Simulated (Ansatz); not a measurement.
In doubt: masses and optical values from hybrid runs of this build are listed as unsure (in some of the runs), which bears on the screening that GW takes from such a start; one-shot GW on d or f shells is unsure (in some of the runs), so the values of those runs are not to be relied on.

System: BaNaCeBiO6 (F-43m).

```cif
data_structure
_symmetry_space_group_name_H-M 'P 1'
_symmetry_Int_Tables_number 1
_cell_length_a 6.1462
_cell_length_b 6.1462
_cell_length_c 6.1462
_cell_angle_alpha 60.000
_cell_angle_beta 60.000
_cell_angle_gamma 60.000
_cell_volume 164.18
loop_
_atom_site_label
_atom_site_type_symbol
_atom_site_fract_x
_atom_site_fract_y
_atom_site_fract_z
_atom_site_occupancy
Na1 Na 0.25000 0.25000 0.25000 1
Ba2 Ba 0.75000 0.75000 0.75000 1
Ce3 Ce 0.50000 0.50000 0.50000 1
Bi4 Bi 0.00000 0.00000 0.00000 1
O5 O 0.75482 0.24518 0.24518 1
O6 O 0.24518 0.75482 0.75482 1
O7 O 0.75482 0.75482 0.24518 1
O8 O 0.24518 0.24518 0.75482 1
O9 O 0.24518 0.75482 0.24518 1
O10 O 0.75482 0.24518 0.75482 1
```

The cell and positions are those that the Materials Project relaxed with its own functionals (PBE, PBE+U or r2SCAN), kept fixed. Spin-orbit coupling is left out unless a run names it.

Gaps computed with Ansatz 0.2.0 without a self-energy: HSE06 3.00 eV, r2SCAN 2.07 eV and PBE0 3.74 eV.

Question: Estimate the G0W0@HSE06 gap with 4×4×4 mesh, 900 empty bands, screening to 180 eV, PAW set soft_1 files.

About 3.54 eV: on its mesh the run moves the gap from 3.00 eV by +0.54 eV. Among the scalar-relativistic levels given, PBE0 is nearest (+0.20 eV). Bands and cutoff are finite, so the gap is not at the basis limit. The miss can reach some tenths of an eV and take either sign; the mesh is an error of its own. Empty 4f levels lie among the conduction bands. Their place in the start is unsure; it enters the screening, and the edge itself where they lie low. The runs have no spin polarisation. For a closed low-spin shell that is the natural state; where a d or f shell is open it is a constraint, and the gap is then not the crystal's own. The compound holds f electrons or empty f levels, where one-shot G0W0 is unsure. The many-body steps are scalar-relativistic: spin-orbit coupling is not in them.

[Paths, hosts, dates, memory and timing lines, banners, echoed tables and standing remarks are left out of the program output.]

[Logs are printed without paths, hosts, clocks, repeated set-up lines and the standing remarks that a program may print on its own settings, such as how far it seeks lower states.]

[Runs of the session that timed out or met a known fault of the program may be left out.]

[Cells called generated may have been cut or substituted from an entry of the Crystallography Open Database or the Materials Project.]

[Hosts, paths, dates, database ids (printed as entryN), source tags and the programs' standing remarks are cut or masked in the printed files.]
